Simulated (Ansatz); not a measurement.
# Lattice dynamics of Ta2NO2 monolayer

Aim: the vibrations of Ta2NO2 monolayer, their spectra, and whether the structure is stable.

Calculated with Ansatz 0.2.0; DFT PBEsol, scalar-relativistic, plane waves, PAW; PAW set soft_1.

### Step 1. Set-up

The cell holds 5 atoms: 1 N, 2 Ta and 2 O. Cell: a = 3.100 Å, b = 3.100 Å, c = 20.000 Å, α = 90.0°, β = 90.0°, γ = 120.0°. Vacuum lies along c.

### Step 2. Rough relaxation

A rough relaxation comes first, because large forces or stress need no tight tolerances yet.

The program solves this slab on a cell height of its own, 32.6 Å, in place of the one typed.

input.yaml reads:

```yaml
crystal:
  lattice:
    - [3.1, 0.0, 0.0]
    - [-1.55, 2.68468, 0.0]
    - [0.0, 0.0, 20.0]
  atoms:
    - { symbol: "N", position: [0.0, 0.0, 0.5] }
    - { symbol: Ta, position: [0.333333, 0.666667, 0.56] }
    - { symbol: Ta, position: [0.666667, 0.333333, 0.44] }
    - { symbol: O, position: [0.666667, 0.333333, 0.61] }
    - { symbol: O, position: [0.333333, 0.666667, 0.39] }
  periodic: [true, true, false]
kpoints:
  mp_grid: { grid: [9, 9, 1] }
hamiltonian:
  xc: pbesol
  pseudopotentials: { kind: paw, azcp: { folder: soft_1 }, xc_functional: pbe }
scf:
  occupations: { method: gaussian, width: 0.1 }
output:
  forces: true
  stress: true
  eigenvalues: true
relax:
  adjacent_minimum: "off"
  f_tol: 0.05
  max_steps: 80
  cell: { stress_2d_tol: 0.02 }
```

The run is started by

```bash
$ ansatz run input.yaml --threads 4 --pin off --max-ram 16384MiB --backend cpu --events-out ev --progress --plain --runs-dir out
```

Numbers of over 12 decimals in the logs are rounded to 6 here.

The program printed:

```text
[...]
cell:  # Å, volume = 271.4122 Å³
    - [3.100563, 0.0, 0]
    - [-1.550282, 2.685166, 0]
    - [0, 0, 32.6]
  atoms:
    - { symbol: N, position: [0, 0, 0.306748] }
    - { symbol: Ta, position: [0.333333, 0.666667, 0.343109] }
    - { symbol: Ta, position: [0.666667, 0.333333, 0.270388] }
    - { symbol: O, position: [0.666667, 0.333333, 0.376165] }
    - { symbol: O, position: [0.333333, 0.666667, 0.237332] }
[key lines of the parts left out:]
SCF converged after 5 iterations
Free energy (F): -21119.566223 eV
Fermi energy:    -5.207785 eV
P = ½ c Tr σ = -0.0115 N/m
```

Wall time 10 s (4 threads of Arm Neoverse V2, shared host); peak memory 0.71 GiB; 38 s of CPU time.

This run has no spin polarisation although its electron count is odd.

Step by step:

| step | energy less that of the first step (eV) | largest force component (eV/Å) | volume (Å³) |
| --- | --- | --- | --- |
| 1 | 0.0000 | 1.5706 | 271.31 |
| 2 | -0.1061 | 0.1473 | 269.84 |
| 3 | -0.1067 | 0.1154 | 272.25 |
| 4 | -0.1082 | 0.0229 | 271.41 |
| 5* | -0.1082 | 0.0229 | 271.41 |

Relaxation steps marked * repeat the geometry before them on a plane-wave basis chosen anew for their cell, so energy and pressure can jump there.

The run keeps the 12 symmetry operations that it works with, so distortions that break them were not tested.

| cell as run | before | after | change |
| --- | --- | --- | --- |
| a (Å) | 3.100 | 3.101 | +0.0 % |
| b (Å) | 3.100 | 3.101 | +0.0 % |

The atoms that moved most (Å, along periodic axes as changes of fractional coordinates times the final cell, across vacuum about the mean position):

| atom | dx | dy | dz | length |
| --- | --- | --- | --- | --- |
| O4 | 0.000 | 0.000 | 0.063 | 0.063 |
| O5 | 0.000 | 0.000 | -0.063 | 0.063 |
| Ta3 | 0.000 | 0.000 | 0.015 | 0.015 |
| Ta2 | 0.000 | 0.000 | -0.015 | 0.015 |

The relaxed structure:

```xyz
5
Lattice="3.1006 0.0000 0.0000 -1.5503 2.6852 0.0000 0.0000 0.0000 32.6000" Properties=species:S:1:pos:R:3
N     0.0000    0.0000   10.0000
Ta    0.0000    1.7901   11.1854
Ta    1.5503    0.8951    8.8146
O     1.5503    0.8951   12.2630
O     0.0000    1.7901    7.7370
```

This step gave:

| Quantity | Value |
| --- | --- |
| gap on the k-mesh | 0 eV |
| area per atom | 1.665 Å² |

The relaxation ends with a largest force component of 0.023 eV/Å.

### Step 3. Relaxation

Harmonic phonons are second derivatives at a point where the forces vanish, and they are wanted at zero stress, so atoms and cell are relaxed first.

input.yaml, the sections that differ from step 2:

```yaml
crystal:
  lattice:
    - [3.1005630517, 0.0, 0.0]
    - [-1.5502815259, 2.6851663688, 0.0]
    - [0.0, 0.0, 32.6]
  atoms:
    - { symbol: "N", position: [0.0, 0.0, 0.3067484663] }
    - { symbol: Ta, position: [0.3333333333, 0.6666666667, 0.343108993] }
    - { symbol: Ta, position: [0.6666666667, 0.3333333333, 0.2703879395] }
    - { symbol: O, position: [0.6666666667, 0.3333333333, 0.3761651473] }
    - { symbol: O, position: [0.3333333333, 0.6666666667, 0.2373317852] }
  periodic: [true, true, false]
kpoints:
  mp_grid: { grid: [15, 15, 1] }
relax:
  adjacent_minimum: "off"
  f_tol: 0.005
  max_steps: 80
  cell: { stress_2d_tol: 0.02 }
# hamiltonian, scf, output: as in step 2
```

The program printed:

```text
[...]
Crystal: 5 atoms, lattice volume = 271.412 Å³
Basis set: ecut = 420 eV, 5257 PW (Γ), exchange–correlation on 48×48×450 points (8 copies of the dense FFT grid, shifted against one another)
Bands: 27, of which v1, the nominal top of the filled ones, is band 22 counted from 1 (21 counted from 0)
Symmetry: 12 space group operations
[...]
k-points: 27 of 225
[...]
cell:  # Å, volume = 271.5634 Å³
    - [3.101426, 2.887552142441179e-11, 0]
    - [-1.550713, 2.685914, 0]
    - [0, 0, 32.6]
  atoms:
    - { symbol: N, position: [0, 0, 0.306748] }
    - { symbol: Ta, position: [0.333333, 0.666667, 0.343053] }
    - { symbol: Ta, position: [0.666667, 0.333333, 0.270444] }
    - { symbol: O, position: [0.666667, 0.333333, 0.376099] }
    - { symbol: O, position: [0.333333, 0.666667, 0.237398] }
[key lines of the parts left out:]
SCF converged after 5 iterations
Free energy (F): -21119.571413 eV
Fermi energy:    -5.299968 eV
P = ½ c Tr σ = 0.0000 N/m
```

Wall time 19 s (4 threads); peak memory 0.75 GiB; 73 s of CPU time.

Little changed from the start: no atom moved by 0.005 Å and no cell edge by 0.1 %.

This step gave:

```
area per atom : 1.666 Å²
```

### Step 4. Relaxing to small forces for the phonons

Phonons need a cell at rest on their own settings, so the relaxation is repeated with tight tolerances on forces and stress, using the mesh and the filling of the phonon run that follows.

input.yaml reads:

```yaml
crystal:
  lattice:
    - [3.101426393, 0.0, 0.0]
    - [-1.5507131965, 2.6859140443, 0.0]
    - [0.0, 0.0, 32.6]
  atoms:
    - { symbol: "N", position: [0.0, 0.0, 0.3067484663] }
    - { symbol: Ta, position: [0.3333333333, 0.6666666667, 0.3430533953] }
    - { symbol: Ta, position: [0.6666666667, 0.3333333333, 0.2704435372] }
    - { symbol: O, position: [0.6666666667, 0.3333333333, 0.3760991072] }
    - { symbol: O, position: [0.3333333333, 0.6666666667, 0.2373978254] }
  periodic: [true, true, false]
kpoints:
  mp_grid: { grid: [18, 18, 1] }
hamiltonian:
  xc: pbesol
  pseudopotentials: { kind: paw, azcp: { folder: soft_1 }, xc_functional: pbe }
scf:
  occupations: { method: methfessel_paxton, width: 0.2 }
output:
  forces: true
  stress: true
  eigenvalues: true
  write_density: true
  write_potential: true
  elf: true
  volumetric_format: npy
relax:
  adjacent_minimum: "off"
  f_tol: 0.001
  max_steps: 60
  cell: { stress_2d_tol: 0.002 }
```

The program printed:

```text
[...]
Crystal: 5 atoms, lattice volume = 271.563 Å³
Basis set: ecut = 420 eV, 5281 PW (Γ), exchange–correlation on 48×48×450 points (8 copies of the dense FFT grid, shifted against one another)
Bands: 27, of which v1, the nominal top of the filled ones, is band 22 counted from 1 (21 counted from 0)
Symmetry: 12 space group operations
[...]
k-points: 37 of 324
[...]
cell:  # Å, volume = 271.5321 Å³
    - [3.101248, 0, 0]
    - [-1.550624, 2.685759, 0]
    - [0, 0, 32.6]
  atoms:
    - { symbol: N, position: [0, 0, 0.306748] }
    - { symbol: Ta, position: [0.333333, 0.666667, 0.343048] }
    - { symbol: Ta, position: [0.666667, 0.333333, 0.270448] }
    - { symbol: O, position: [0.666667, 0.333333, 0.376111] }
    - { symbol: O, position: [0.333333, 0.666667, 0.237386] }
[key lines of the parts left out:]
SCF converged after 6 iterations
Free energy (F): -21119.565878 eV
Fermi energy:    -5.297691 eV
P = ½ c Tr σ = -0.0008 N/m
```

Wall time 25 s (4 threads); peak memory 0.8 GiB.

Little changed from the start: no atom moved by 0.005 Å and no cell edge by 0.1 %.

ELF in the ac plane at fractional y = 0.333, with atoms of Ta and O within 0.2 Å of it. It is the smooth field of the valence electrons, not physical close to the nuclei.

Ten even steps from '_' (0.00) to '@' (0.75), each cell a mean:
```
________________________________
________________________________
________________________________
________________________________
________________________________
________________________________
________________________________
________________________________
________________________________
________________________________
________________________________
________________________________
________________________________
________________....::::......__
==..____..--**%%@@@@@@%%@@@@@@##
::::------::--==************++--
==++++++++==--------======------
::::--==--::--##@@%%****%%@@%%==
==**####**++--::..............::
________________________________
________________________________
________________________________
________________________________
________________________________
```
Columns run along a (3.1 Å), rows up along c (32.6 Å). Atoms in or near the plane, at fractional coordinates: Ta at (0.67, 0.27), O at (0.67, 0.38).

Valence density in the ac plane at fractional y = 0.333, with atoms of Ta and O within 0.2 Å of it. It is the smooth field of the valence electrons, not physical close to the nuclei.

Ten steps, logarithmic in the rise over the least value, from '0' (0.0 e/Å³) to '9' (4.1 e/Å³), each cell a mean:
```
0000000000000000
0000000000000000
0000000000000000
0000000000000000
0000000000000000
0000000000000000
0000000000000000
0000000000000000
0000000000000000
0000000000000000
0000000000000000
0000000000000000
0000000000000000
0000000000000000
3221234578999764
5566655567887765
5556555555666555
5444456799999986
3444443334444333
0000000000000000
0000000000000000
0000000000000000
0000000000000000
0000000000000000
```
Columns run along a (3.1 Å), rows up along c (32.6 Å). Atoms in or near the plane, at fractional coordinates: Ta at (0.67, 0.27), O at (0.67, 0.38).

Electrostatic potential energy in the ac plane at fractional y = 0.333, with atoms of Ta and O within 0.2 Å of it. With pseudopotentials it is smooth inside the atoms' cores, unlike the true potential.

Ten even steps from '0' (-35 eV) to '9' (0 eV), each cell a mean:
```
9999999999999999
9999999999999999
9999999999999999
9999999999999999
9999999999999999
9999999999999999
9999999999999999
9999999999999999
9999999999999999
9999999999999999
9999999999999999
9999999999999999
9999999999999999
9999999999999999
9999999854334579
5433456655445566
6666666665555566
5677763000000002
8999988877667788
9999999999999999
9999999999999999
9999999999999999
9999999999999999
9999999999999999
```
Columns run along a (3.1 Å; values clipped at the 3rd and 97th percentile), rows up along c (32.6 Å). Atoms in or near the plane, at fractional coordinates: Ta at (0.67, 0.27), O at (0.67, 0.38).

The largest force component left is 0.82 meV/Å, within the tolerances set.

### Step 5. Modes at Γ

The zone centre comes first: it holds the modes that light can see, as far as symmetry allows. No field response is asked, since the mesh shows no gap.

input.yaml, the sections that differ from step 4:

```yaml
crystal:
  lattice:
    - [3.1012477371, 0.0, 0.0]
    - [-1.5506238685, 2.6857593238, 0.0]
    - [0.0, 0.0, 32.6]
  atoms:
    - { symbol: "N", position: [0.0, 0.0, 0.3067484663] }
    - { symbol: Ta, position: [0.3333333333, 0.6666666667, 0.3430484821] }
    - { symbol: Ta, position: [0.6666666667, 0.3333333333, 0.2704484504] }
    - { symbol: O, position: [0.6666666667, 0.3333333333, 0.3761112037] }
    - { symbol: O, position: [0.3333333333, 0.6666666667, 0.2373857288] }
  periodic: [true, true, false]
output:
  eigenvalues: true
phonons:
  method: dfpt
# kpoints, hamiltonian, scf: as in step 4
# relax: removed
```

The program printed:

```text
Warning: crystal.symmetry: narrowed to the stabiliser of the run's FFT grids — unitary ops 12 → 6. A phonons.method: dfpt run fills in the rows of the dynamical matrix that it does not solve by its symmetry operations, which is exact only for operations that map its FFT grids onto themselves: filled in by any other, the frequencies could depend on the order in which like atoms are typed, or, by more than the grids' own error, on where the crystal sits among the grids' points. Excluded: 6 operations. The run can therefore solve more perturbations, solve them on more k-points, or both, and cost more. [rest of the remark cut]
[...]
Crystal: 5 atoms, lattice volume = 271.532 Å³
Basis set: ecut = 420 eV, 5281 PW (Γ), exchange–correlation on 48×48×450 points (8 copies of the dense FFT grid, shifted against one another)
Bands: 27, of which v1, the nominal top of the filled ones, is band 22 counted from 1 (21 counted from 0)
Symmetry: 12 space group operations
k-points: 91 of 324 (irreducible under 2 space group operations, time reversal used)
[...]
SCF iter   1: F=—  HF=-21123.995194 eV  |F-HF|=—  |Δ(HF+E_count)|=         —  Δρ=7.27e-2  dr2=1.63e1  ethr=3.10e-3  ⟨swp⟩=12.1  Hψ=18802  notcnv=0
[...]
SCF iter  12: F=-21119.565878 eV  HF=-21119.565878 eV  |F-HF|=9.46e-11  |Δ(HF+E_count)|=  5.09e-11  S|Δr|=    0.00e0  Δρ=3.55e-8  dr2=2.11e-12  ethr=1.00e-12  ⟨swp⟩=22.0  Hψ=24141  notcnv=0
SCF 1 converged in 12 iterations: F = -21119.565878 eV  dr2 = 2.11e-12
[...]
DFPT response loops at Γ: preconditioner auto → none (partly filled bands, converged f_vac=0.775); β = 0.50; Broyden in place of MSR1
SCF converged after 12 iterations
[...]
Free energy (F): -21119.565878 eV
[...]
Internal energy: -21119.565026 eV  (E = F + TS)
E sigma→0 (E₀):  -21119.565665 eV
Entropy (-TS):   -0.000852 eV (-0.170 meV/atom)
Fermi energy:    -5.297691 eV
[...]
--- Band table (eV; the first three rows and the last of 91) ---
  k-point 0: bands = [... 18 lower, -9.1655, -9.1655, -6.5755, -6.5755, -5.6644, -3.8482, -3.8482, -3.2764, ... 1 higher]
  k-point 1: bands = [... 18 lower, -9.2820, -9.2565, -6.5414, -6.4290, -5.6705, -3.8096, -3.7931, -3.2504, ... 1 higher]
  k-point 2: bands = [... 18 lower, -9.5451, -9.0840, -6.6307, -6.0755, -5.5499, -3.6768, -3.6670, -3.1796, ... 1 higher]
  k-point 90: bands = [... 18 lower, -10.3361, -9.7904, -6.2319, -5.5059, -3.5103, -3.2325, -2.7444, -2.1596, ... 1 higher]
--- Phonons (Γ-DFPT): 10 representative perturbations + reference, on 91 of 324 k-points (Σ response iterations 49) ---
  ASR residual: 4.507e-5 → 0.000e0 eV/Å²; symmetrization residual: 6.834e-6 eV/Å²
  The last average, over the group as it would stand without the narrowing to the FFT grids, took up to 1.030e-6 eV/Å² of the zone centre's force constants
  ASR residual per site (eV/Å²): 4.51e-5 2.04e-5 2.25e-5 2.60e-5 2.84e-5
  Γ frequencies (cm⁻¹): 0.00 0.00 0.00 114.77 114.77 200.53 383.36 383.36 395.42 395.42 555.58 564.73 600.24 639.85 639.85
  non-analytic LO–TO correction: not included (Born effective charges unavailable; polar crystals: no LO–TO splitting at Γ)
```

Run time: 3.7 min. Hardware: 4 threads; peak memory 2.3 GiB; 14 min of CPU time.

In the SCF lines HF is the Harris–Foulkes energy and dr2 the Hartree energy of the density residual, in eV; the loop may stop once dr2 is under the threshold and the program's other checks hold. Hψ counts applications of the Hamiltonian.

This step gave:

| Item | Value |
| --- | --- |
| sum-rule residual before enforcement | 4.51e-5 eV/Å² |
| point group | -3m |
| highest optical mode at the zone centre (no LO-TO term) | 639.9 cm⁻¹ |
| lowest optical zone-centre mode | 114.8 cm⁻¹ |

Patterns of degenerate modes are one choice out of their space. The modes at Γ (shares of kinetic energy by element, %):

| mode | frequency (cm⁻¹) | symmetry | N % | Ta % | O % |
| --- | --- | --- | --- | --- | --- |
| 1 | 0.0 | acoustic | 3 | 89 | 8 |
| 2 | 0.0 | acoustic | 3 | 89 | 8 |
| 3 | 0.0 | acoustic | 3 | 89 | 8 |
| 4 | 114.8 | Eg | 0 | 96 | 4 |
| 5 | 114.8 | Eg | 0 | 96 | 4 |
| 6 | 200.5 | A1g | 0 | 92 | 8 |
| 7 | 383.4 | Eu | 0 | 9 | 91 |
| 8 | 383.4 | Eu | 0 | 9 | 91 |
| 9 | 395.4 | Eg | 0 | 4 | 96 |
| 10 | 395.4 | Eg | 0 | 4 | 96 |
| 11 | 555.6 | A2u | 11 | 4 | 85 |
| 12 | 564.7 | A1g | 0 | 8 | 92 |
| 13 | 600.2 | A2u | 86 | 7 | 7 |
| 14 | 639.9 | Eu | 96 | 3 | 1 |
| 15 | 639.9 | Eu | 96 | 3 | 1 |

Displacements in mode 4 (114.8 cm⁻¹), the largest set to 1:
```
N1   0.00  0.00  0.00
Ta2 -0.03 -1.00  0.00
Ta3  0.03  1.00  0.00
O4  -0.02 -0.65  0.00
O5   0.02  0.65  0.00
```

Displacements in mode 10 (395.4 cm⁻¹), the largest set to 1:
```
N1   0.00  0.00  0.00
Ta2  0.00  0.06  0.00
Ta3  0.00 -0.06  0.00
O4   0.08 -1.00  0.00
O5  -0.08  1.00  0.00
```

Before it was imposed, the acoustic sum rule was missed by 4.5e-5 eV/Å². Small misses are needed for a sound result but don't prove that mesh and cutoff are converged. The lowest optical mode is real, 115 cm⁻¹.

(Continued in part 2 of 2.)

[Logs are printed without paths, hosts, clocks, repeated set-up lines and the standing remarks that a program may print on its own settings, such as how far it seeks lower states.]

[Hosts, paths, dates, database ids (printed as entryN), source tags and the programs' standing remarks are cut or masked in the printed files.]
